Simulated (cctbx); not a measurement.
# Interatomic vectors of Si2Bi3Te3Pb

Space group P-62m (no. 189), a = 8.2800 Å, b = 8.2800 Å, c = 4.0630 Å, α = 90.00°, β = 90.00°, γ = 120.00°, content Bi3 Pb1 Te3 Si2.

Simulated single-crystal data (cctbx): Mo Kα, λ = 0.71073 Å, to d = 0.75 Å, 95 % of the full sphere, strongest reflection 70000 counts, noise from counting, a 1.5 % proportional error and a noise floor of 2 counts (s.d.); no absorption.

Patterson synthesis, origin scaled to 1000:

```text
Patterson group P 6/m m m
      u       v       w   height  length (A)
  0.000   0.000   0.000   1000.0     0.00
  0.000   0.403   0.000    189.9     3.34
  0.191   0.595   0.000    189.9     4.36
  0.000   0.326   0.500    121.6     3.38
  0.000   0.278   0.500    113.0     3.07
  0.147   0.400   0.500    109.2     3.54
  0.200   0.400   0.500     84.2     3.51
  0.254   0.508   0.000     63.9     5.44
  0.333   0.667   0.500     35.8     5.19
  0.333   0.667   0.000     17.2     4.78
  0.000   0.104   0.170     13.6     1.10
  0.000   0.000   0.208     11.8     0.85
  0.057   0.115   0.182     11.6     1.11
  0.077   0.155   0.000     10.9     1.11
```

**Question.** Which atom pairs make the peaks, and where is the heaviest atom?

A peak at u stands for all pairs with xi − xj = u, with weight Σ ZiZj against Σ Z² = 35895 at the origin. Peak heights follow these weights only roughly, since form factors, motion and series ripples differ, all vectors within 0.55 Å of a peak are counted as merged into it though the farther ones add only part of their weight, and F(000) is left out, which lowers the whole map:

| u | v | w | shortest length (Å) | height | 1000 ΣZiZj/ΣZ² | pairs in the cell |
| --- | --- | --- | --- | --- | --- | --- |
| 0.000 | 0.403 | 0.000 | 3.34 | 190 | 190 | 1 × Bi–Pb |
| 0.191 | 0.595 | 0.000 | 4.36 | 190 | 192 | 1 × Bi–Bi |
| 0.000 | 0.326 | 0.500 | 3.38 | 122 | 120 | 1 × Bi–Te |
| 0.000 | 0.278 | 0.500 | 3.07 | 113 | 304 | 1 × Bi–Te, 1 × Pb–Te, 2 × Bi–Si |
| 0.147 | 0.400 | 0.500 | 3.54 | 109 | 120 | 1 × Bi–Te |
| 0.200 | 0.400 | 0.500 | 3.51 | 84 | 240 | 2 × Bi–Te |
| 0.254 | 0.508 | 0.000 | 3.64 | 64 | 75 | 1 × Te–Te |

The table stops at ten peaks or at a height of 45, below which ripples compete. In the model behind the data Bi, the heaviest element, has 1 independent site: (0.5950, 0.5950, 1/2), up to an allowed shift of origin; the Bi–Bi vectors are differences of these positions and their symmetry mates. Elements of similar Z can't be told apart from the map alone. The whole model:

| atom | mult. | x | y | z | Ueq (Å²) |
| --- | --- | --- | --- | --- | --- |
| Bi1 | 3 | 0.5950 | 0.5950 | 1/2 | 0.0086 |
| Pb1 | 1 | 0 | 0 | 1/2 | 0.0080 |
| Te1 | 3 | 0.2558 | 0.2558 | 0 | 0.0086 |
| Si1 | 2 | 2/3 | 1/3 | 0 | 0.0154 |

The model was made for the exercise: a known structure type with other elements put in, its volume estimated, not relaxed; displacement parameters are assumed.

[Logs are printed without paths, hosts, clocks, repeated set-up lines and the standing remarks that a program may print on its own settings, such as how far it seeks lower states.]
